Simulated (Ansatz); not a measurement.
# InAs wire along [110], 4 atoms a period, H-terminated: bands by functional and under strain, part 3 of 3

What gap, if any, does the InAs wire along [110], 4 atoms a period, H-terminated have, and how does it change with the functional and under strain?

Ansatz 0.2.0; DFT PBE, plane waves, PAW; relaxation of a wire's period (the session's first sound run).

So far, band gap (eV): step 3 (bands of the perfect wire, PBE) 2.34; step 4 (LDA PBE, k-mesh 1×1×14) 2.23; step 5 (PBEsol PBE, k-mesh 1×1×14) 2.32; step 6 (r2SCAN PBE, cutoff 500 eV, k-mesh 1×1×14) 2.73; step 8 (PBE spin-orbit, k-mesh 1×1×12) 2.32.

## Step 9: At a strained period, period over the relaxed period 1.03, k-mesh 1×1×13

This step: DFT PBE, plane waves, PAW; relaxation at a fixed period (Ansatz 0.2.0).

The period is set to 1.03 times the relaxed one and the atoms relax within it: strain changes bond lengths and angles, which shifts the bands against each other. Against the first PBE run of this kind, the mesh along the wire has 13 points against 18.

The cell differs from the one that the last finished run ended in (c 4.506 → 4.642 Å).

File input.yaml:

```yaml
crystal:
  lattice:
    - [13.365, 0.0, 0.0]
    - [0.0, 11.895, 0.0]
    - [0.0, 0.0, 4.6415053355]
  atoms:
    - { symbol: H, position: [0.238663174, 0.513545426, 0.0] }
    - { symbol: In, position: [0.322914438, 0.402515396, 0.0] }
    - { symbol: As, position: [0.665945383, 0.582680221, 0.0] }
    - { symbol: H, position: [0.760929151, 0.653045259, 0.0] }
    - { symbol: H, position: [0.716111478, 0.468312808, 0.0] }
    - { symbol: As, position: [0.434510011, 0.436384225, 0.5] }
    - { symbol: H, position: [0.515181367, 0.747940596, 0.5] }
    - { symbol: H, position: [0.512365528, 0.342769448, 0.5] }
    - { symbol: In, position: [0.555125606, 0.609313967, 0.5] }
    - { symbol: H, position: [0.298153834, 0.259374182, 0.0] }
kpoints:
  mp_grid: { grid: [1, 1, 13] }
  band_path: { path: ["Γ", Z], npoints: 50 }
scf:
  occupations: { method: fermi_dirac, width: 0.05 }
hamiltonian:
  xc: pbe
relax:
  max_steps: 40
  f_tol: 0.02
output:
  stress: true
```

Command:

```bash
> ansatz run input.yaml --threads 4 --pin off --max-ram 16384MiB --backend cpu --events-out ev --progress --plain --runs-dir out
```

Numbers of over 12 decimals in the logs are rounded to 6 here.

The log of the run:

```text
Warning: output.stress: scf.convergence.dr2_threshold = 1e-7 eV (the SCF's general default) is looser than the 1e-9 eV advised for a printed stress (1e-10 eV for each atom of the cell: 10). What an SCF threshold leaves in a stress goes as its square root, and in the free energy as the threshold itself, and one threshold admits the most on a small cell: [figures from the program's tests cut] Every solve of this run an [...]
[...]
Crystal: 10 atoms, lattice volume = 737.891 Å³
Basis set: ecut = 420 eV, 14425 PW (Γ), exchange–correlation on 180×160×64 points (8 copies of the dense FFT grid, shifted against one another)
Bands: 41, of which v1, the nominal top of the filled ones, is band 31 counted from 1 (30 counted from 0)
Symmetry: 2 space group operations
[...]
k-points: 7 of 13
[...]
SCF iter   1: F=—  HF=-21001.679713 eV  |F-HF|=—  |Δ(HF+E_count)|=         —  Δρ=1.68e-3  dr2=9.89e-2  ethr=1.77e-3  ⟨swp⟩=8.1  Hψ=1454  notcnv=0  defer=4
[...]
SCF iter   6: F=-21001.657300 eV  HF=-21001.657299 eV  |F-HF|=1.00e-6  |Δ(HF+E_count)|=   3.87e-5  Δρ=1.14e-5  dr2=1.41e-6  ethr=1.61e-8  ⟨swp⟩=4.1  Hψ=932  notcnv=0
SCF 1 converged in 6 iterations: F = -21001.657300 eV  dr2 = 1.41e-6
[...]
relax step   1: F+E_penalty+E_count = -21001.65730036 eV  Δ(F+E_penalty+E_count) = +0.000e0 eV  max|allowed force component| = 2.347e-1 eV/Å  Δτ_max = 0.0000 Å  (6 SCF iters, dr2 threshold 1.00e-5 eV, accepted)
[...]
SCF iter   6: F=-21001.625469 eV  HF=-21001.625469 eV  |F-HF|=1.94e-7  |Δ(HF+E_count)|=   1.11e-6  Δρ=1.02e-5  dr2=9.91e-7  ethr=5.55e-9  ⟨swp⟩=5.0  Hψ=963  notcnv=0
SCF 2 converged in 6 iterations: F = -21001.625469 eV  dr2 = 9.91e-7
relax step   2: F+E_penalty+E_count = -21001.62546856 eV  Δ(F+E_penalty+E_count) = +3.183e-2 eV  max|allowed force component| = 4.072e-1 eV/Å  Δτ_max = 0.1386 Å  (6 SCF iters, dr2 threshold 3.44e-6 eV, rejected (line search))
SCF iter   1: F=—  HF=-21001.679258 eV  |F-HF|=—  |Δ(HF+E_count)|=         —  Δρ=3.14e-3  dr2=5.01e-2  ethr=7.65e-4  ⟨swp⟩=4.7  Hψ=769  notcnv=0  defer=21
[...]
SCF iter   7: F=-21001.668935 eV  HF=-21001.668935 eV  |F-HF|=5.29e-9  |Δ(HF+E_count)|=   1.05e-7  Δρ=1.65e-6  dr2=3.50e-8  ethr=1.61e-10  ⟨swp⟩=5.0  Hψ=965  notcnv=0
SCF 3 converged in 7 iterations: F = -21001.668935 eV  dr2 = 3.50e-8
relax step   3: F+E_penalty+E_count = -21001.66893503 eV  Δ(F+E_penalty+E_count) = -1.163e-2 eV  max|allowed force component| = 3.493e-2 eV/Å  Δτ_max = 0.0638 Å  (7 SCF iters, accepted)
SCF iter   1: F=—  HF=-21001.669499 eV  |F-HF|=—  |Δ(HF+E_count)|=         —  Δρ=5.35e-4  dr2=1.45e-3  ethr=2.33e-5  ⟨swp⟩=3.0  Hψ=550  notcnv=0  defer=38
[...]
SCF iter   6: F=-21001.669246 eV  HF=-21001.669246 eV  |F-HF|=4.02e-9  |Δ(HF+E_count)|=   1.61e-8  Δρ=1.03e-6  dr2=6.53e-9  ethr=1.61e-10  ⟨swp⟩=4.0  Hψ=826  notcnv=0
SCF 4 converged in 6 iterations: F = -21001.669246 eV  dr2 = 6.53e-9
relax step   4: F+E_penalty+E_count = -21001.66924564 eV  Δ(F+E_penalty+E_count) = -3.106e-4 eV  max|allowed force component| = 1.526e-2 eV/Å  Δτ_max = 0.0139 Å  (6 SCF iters, accepted)
[...]
the band table was solved once a step of the walk had ended and its energy, with any forces and stress, was formed, with the checks that follow a solve (1818 applications of the Hamiltonian). They found nothing against the state; the energy, forces and stress were not computed again (output.eigenvalues in the input reference)
[...]
SCF converged after 6 iterations
Free energy (F): -21001.669246 eV
[...]
Internal energy: -21001.669246 eV  (E = F + TS)
E sigma→0 (E₀):  -21001.669246 eV
Fermi energy:    -2.439166 eV
[...]
--- Forces (eV/Å), atoms counted from 1 ---
  atom   1  H      0.00276239    -0.00170489     0.00000000
  atom   2  In    -0.00240650    -0.00135524     0.00000000
  atom   3  As    -0.00316451    -0.01526385     0.00000000
  atom   4  H     -0.00116373    -0.00233499     0.00000000
  atom   5  H      0.00488610    -0.00080478     0.00000000
  atom   6  As     0.01176621     0.00511686     0.00000000
  atom   7  H     -0.00229564     0.01010585     0.00000000
  atom   8  H     -0.00348427    -0.00451021     0.00000000
  atom   9  In    -0.00706348     0.01069896     0.00000000
  atom  10  H      0.00013071     0.00005747     0.00000000
  max |Σ_I F_I| component: 3.27e-5 eV/Å
--- Stress (GPa, compression-positive) ---
       -0.013507      -0.006163       0.000000
       -0.006163       0.008122       0.000000
        0.000000       0.000000      -0.254046
  P = ⅓ Tr σ = -0.0865 GPa (-0.865 kbar)
--- Band table (eV; the first three rows and the last of 7) ---
  k-point 0: bands = [... 27 lower, -4.7639, -4.5729, -4.1964, -3.6220, -1.2960, -0.7283, 0.6739, 0.7587, ... 6 higher]
  k-point 1: bands = [... 27 lower, -4.7786, -4.6837, -4.2422, -3.6567, -1.0927, -0.5130, 0.6638, 0.7236, ... 6 higher]
  k-point 2: bands = [... 27 lower, -4.8883, -4.7787, -4.3880, -3.7252, -0.6142, -0.0000, 0.5519, 0.7579, ... 6 higher]
  k-point 6: bands = [... 27 lower, -5.0757, -4.8002, -4.6112, -4.2408, 0.0498, 0.1859, 0.8063, 1.0535, ... 6 higher]
--- Relaxed structure (4 steps of the walk, 3 accepted, 0 SCFs on fresh bases) ---
  F+E_penalty+E_count = -21001.66924564 eV   max|allowed force component| = 1.526e-2 eV/Å
  atoms:
    - { symbol: H, position: [0.242226, 0.515363, 0.0] }
    - { symbol: In, position: [0.325593, 0.403535, 0.0] }
    - { symbol: As, position: [0.662246, 0.582623, 0.0] }
    - { symbol: H, position: [0.757651, 0.652429, 0.0] }
    - { symbol: H, position: [0.712853, 0.468398, 0.0] }
    - { symbol: As, position: [0.433375, 0.435798, 0.500000] }
    - { symbol: H, position: [0.517160, 0.747101, 0.500000] }
    - { symbol: H, position: [0.511685, 0.342568, 0.500000] }
    - { symbol: In, position: [0.555450, 0.607800, 0.500000] }
    - { symbol: H, position: [0.301662, 0.260266, 0.0] }
```

Wall time 22 s (4 threads of Intel Xeon Platinum 8375C at 2.90GHz (Ice Lake), shared host); peak memory 1.6 GiB; 84 s of CPU time.

Step by step:

```tsv
step	energy less that of the first step (eV)	largest force component (eV/Å)
1	0.0000	0.2347
2	0.0318	0.4072
3	-0.0116	0.0349
4	-0.0119	0.0153
```

Relaxation step 2 was tried and not accepted.

Forces are held to the 2 operations that the run works with; a distortion that breaks them can't arise in this run.

The atoms that moved most (Å):

```tsv
atom	dx	dy	dz	length
H1	0.048	0.022	0.000	0.052
As3	-0.049	-0.001	0.000	0.049
H10	0.047	0.011	0.000	0.048
H4	-0.044	-0.007	0.000	0.044
H5	-0.044	0.001	0.000	0.044
In2	0.036	0.012	0.000	0.038
H7	0.026	-0.010	0.000	0.028
In9	0.004	-0.018	0.000	0.019
```

The relaxed structure:

```xyz
10
Lattice="13.3650 0.0000 0.0000 0.0000 11.8950 0.0000 0.0000 0.0000 4.6415" Properties=species:S:1:pos:R:3
H     3.2373    6.1302    0.0000
In    4.3516    4.8000    0.0000
As    8.8509    6.9303    0.0000
H    10.1260    7.7606    0.0000
H     9.5273    5.5716    0.0000
As    5.7921    5.1838    2.3208
H     6.9118    8.8868    2.3208
H     6.8387    4.0749    2.3208
In    7.4236    7.2298    2.3208
H     4.0317    3.0959    0.0000
```

Numbers from this step:

| Property | Result |
| --- | --- |
| band gap | 2.326 eV |

Electronic bands along the path, in eV, zero at the Fermi level:

```tsv
point	band 28	band 29	band 30	band 31	band 32	band 33	band 34	band 35
Γ	-2.32	-2.13	-1.76	-1.18	1.14	1.71	3.11	3.20
halfway	-2.58	-2.38	-2.10	-1.42	2.29	2.84	3.11	3.41
Z	-2.64	-2.36	-2.17	-1.82	2.50	2.62	3.24	3.48
```

The gap is 2.33 eV, against 2.34 eV under PBE at the relaxed period.

## Step 10: Strain along the wire, period over the relaxed period 0.94, k-mesh 1×1×15

The period is set to 0.94 times the relaxed one and the atoms relax within it: strain changes bond lengths and angles, which shifts the bands against each other. Against the first PBE run of this kind, the mesh along the wire has 15 points against 18.

The cell differs from the one that the last finished run ended in (c 4.642 → 4.236 Å).

Changes to input.yaml since step 9:

```diff
@@ -4,3 +4,3 @@
     - [0.0, 11.895, 0.0]
-    - [0.0, 0.0, 4.6415053355]
+    - [0.0, 0.0, 4.2359369081]
   atoms:
@@ -17,3 +17,3 @@
 kpoints:
-  mp_grid: { grid: [1, 1, 13] }
+  mp_grid: { grid: [1, 1, 15] }
   band_path: { path: ["Γ", Z], npoints: 50 }
```

The log of the run:

```text
[...]
Crystal: 10 atoms, lattice volume = 673.415 Å³
Basis set: ecut = 420 eV, 13129 PW (Γ), exchange–correlation on 180×160×60 points (8 copies of the dense FFT grid, shifted against one another)
Bands: 41, of which v1, the nominal top of the filled ones, is band 31 counted from 1 (30 counted from 0)
Symmetry: 2 space group operations
[...]
- { symbol: In, position: [0.317404, 0.400584, 0.0] }
    - { symbol: As, position: [0.673310, 0.583336, 0.0] }
    - { symbol: H, position: [0.767378, 0.654792, 0.0] }
    - { symbol: H, position: [0.722435, 0.468682, 0.0] }
    - { symbol: As, position: [0.436577, 0.437099, 0.5] }
    - { symbol: H, position: [0.511616, 0.748866, 0.5] }
    - { symbol: H, position: [0.513464, 0.342659, 0.5] }
    - { symbol: In, position: [0.554441, 0.611607, 0.5] }
    - { symbol: H, position: [0.291268, 0.257788, 0.0] }
[key lines of the parts left out:]
SCF converged after 3 iterations
Free energy (F): -21001.596785 eV
Fermi energy:    -1.713858 eV
P = ⅓ Tr σ = 0.2251 GPa (2.251 kbar)
```

It took 24 s on 4 threads; peak memory 1.5 GiB; 90 s of CPU time.

Step by step:

```tsv
step	energy less that of the first step (eV)	largest force component (eV/Å)
1	0.0000	0.6723
2	-0.0255	0.4004
3	-0.0643	0.1261
4	-0.0661	0.0172
5	-0.0661	0.0174
```

Forces are held to the 2 operations that the run works with; a distortion that breaks them can't arise in this run.

The atoms that moved most (Å):

```tsv
atom	dx	dy	dz	length
As3	0.098	0.008	0.000	0.099
H1	-0.089	-0.037	0.000	0.096
H10	-0.092	-0.019	0.000	0.094
H4	0.086	0.021	0.000	0.089
H5	0.085	0.004	0.000	0.085
In2	-0.074	-0.023	0.000	0.077
H7	-0.048	0.011	0.000	0.049
As6	0.028	0.008	0.000	0.029
```

Final coordinates:

```cif
data_structure
_symmetry_space_group_name_H-M 'P 1'
_symmetry_Int_Tables_number 1
_cell_length_a 13.3650
_cell_length_b 11.8950
_cell_length_c 4.2359
_cell_angle_alpha 90.000
_cell_angle_beta 90.000
_cell_angle_gamma 90.000
_cell_volume 673.42
loop_
_atom_site_label
_atom_site_type_symbol
_atom_site_fract_x
_atom_site_fract_y
_atom_site_fract_z
_atom_site_occupancy
H1 H 0.23201 0.51047 0.00000 1
In2 In 0.31740 0.40058 0.00000 1
As3 As 0.67331 0.58334 0.00000 1
H4 H 0.76738 0.65479 0.00000 1
H5 H 0.72243 0.46868 0.00000 1
As6 As 0.43658 0.43710 0.50000 1
H7 H 0.51162 0.74887 0.50000 1
H8 H 0.51346 0.34266 0.50000 1
In9 In 0.55444 0.61161 0.50000 1
H10 H 0.29127 0.25779 0.00000 1
```

Numbers from this step:

```yaml
band_gap: 2.306 eV
```

The gap is 2.31 eV, against 2.34 eV under PBE at the relaxed period.

## Step 11: The same system on other settings

This step: DFT LDA, plane waves, PAW; bands of a perfect wire at the PBE geometry; changed: kpoints.KSPACING = 400, scf.max_iter = 60 (Ansatz 0.2.0).

The input of the band run (LDA) is made doubtful on purpose.

Changes to input.yaml since step 10:

```diff
@@ -4,3 +4,3 @@
     - [0.0, 11.895, 0.0]
-    - [0.0, 0.0, 4.2359369081]
+    - [0.0, 0.0, 4.5063158597]
   atoms:
@@ -17,12 +17,9 @@
 kpoints:
-  mp_grid: { grid: [1, 1, 15] }
+  mp_grid: { grid: [1, 1, 14] }
   band_path: { path: ["Γ", Z], npoints: 50 }
+  KSPACING: 400
 scf:
   occupations: { method: fermi_dirac, width: 0.05 }
+  max_iter: 60
 hamiltonian:
-  xc: pbe
-relax:
-  max_steps: 40
-  f_tol: 0.02
-output:
-  stress: true
+  xc: lda
```

The log of the run:

```text
Error: YAML parse error: error: line 20 column 3: unknown field `KSPACING`, expected one of mp_grid, list, band_path, initial_grid, further_shifts
  --> <input>:20:3
   |
18 |   mp_grid: { grid: [1, 1, 14] }
19 |   band_path: { path: ["Γ", Z], npoints: 50 }
20 |   KSPACING: 400
   |   ^ unknown field `KSPACING`, expected one of mp_grid, list, band_path, initial_grid, further_shifts
21 | scf:
22 |   occupations: { method: fermi_dirac, width: 0.05 }
   |
```

Elapsed: 0.02 s, on 4 threads; peak memory 0.029 GiB.

The input was rejected at the start.

The program's message: “Error: YAML parse error: error: line 20 column 3: unknown field `KSPACING`, expected one of mp_grid, list, band_path, initial_grid, further_shifts”

The change that led to it: kpoints.KSPACING = 400.

## Step 12: The same system on other settings

This step: DFT LDA, plane waves, PAW; bands of a perfect wire at the PBE geometry; changed: scf.occupations = null, scf.max_iter = 50 (Ansatz 0.2.0).

The input of the band run (LDA) is made doubtful on purpose.

Changes to input.yaml since step 11:

```diff
@@ -19,6 +19,4 @@
   band_path: { path: ["Γ", Z], npoints: 50 }
-  KSPACING: 400
 scf:
-  occupations: { method: fermi_dirac, width: 0.05 }
-  max_iter: 60
+  max_iter: 50
 hamiltonian:
```

The log of the run:

```text
Error: YAML parse error: `scf.occupations.method` is required: fixed only where the cell keeps a band gap throughout the run, explicit beside scf.occupations.values (under evaluate: without them), else a smearing such as fermi_dirac (scf.occupations.width is optional; its entry in the input reference gives the default)
```

Run time: 0.02 s. Hardware: 4 threads; peak memory 0.029 GiB.

The program refused the input before any cycle.

The program's message: “Error: YAML parse error: `scf.occupations.method` is required: fixed only where the cell keeps a band gap throughout the run, explicit beside scf.occupations.values (under evaluate: without them), els …”

The change that led to it: scf.occupations = null.

## Step 13: Results

```
cell length, PBE              : 4.506 Å
gap, PBE                      : 2.34 eV
gap, LDA                      : 2.23 eV
gap, PBEsol                   : 2.32 eV
gap, r2SCAN                   : 2.73 eV
gap, with spin-orbit coupling : 2.32 eV
gap, period scaled by 1.03    : 2.33 eV
gap, period scaled by 0.94    : 2.31 eV
```

What this shows: Under PBE the cell's length is 4.51 Å, and a gap of 2.34 eV makes it a semiconductor. At the relaxed period the wire is gapped under every functional, from 2.23 eV (LDA) to 2.73 eV (r2SCAN). Weak screening in one dimension makes quasiparticle gaps larger than the semilocal gaps, as a rule. Plain hydrogen on a compound's surface is a simple closure: it may leave surface states, and facets that end in unlike atoms put a field across the wire, both of which shrink the gap.

[Logs are printed without paths, hosts, clocks, repeated set-up lines and the standing remarks that a program may print on its own settings, such as how far it seeks lower states.]

[Hosts, paths, dates, database ids (printed as entryN), source tags and the programs' standing remarks are cut or masked in the printed files.]
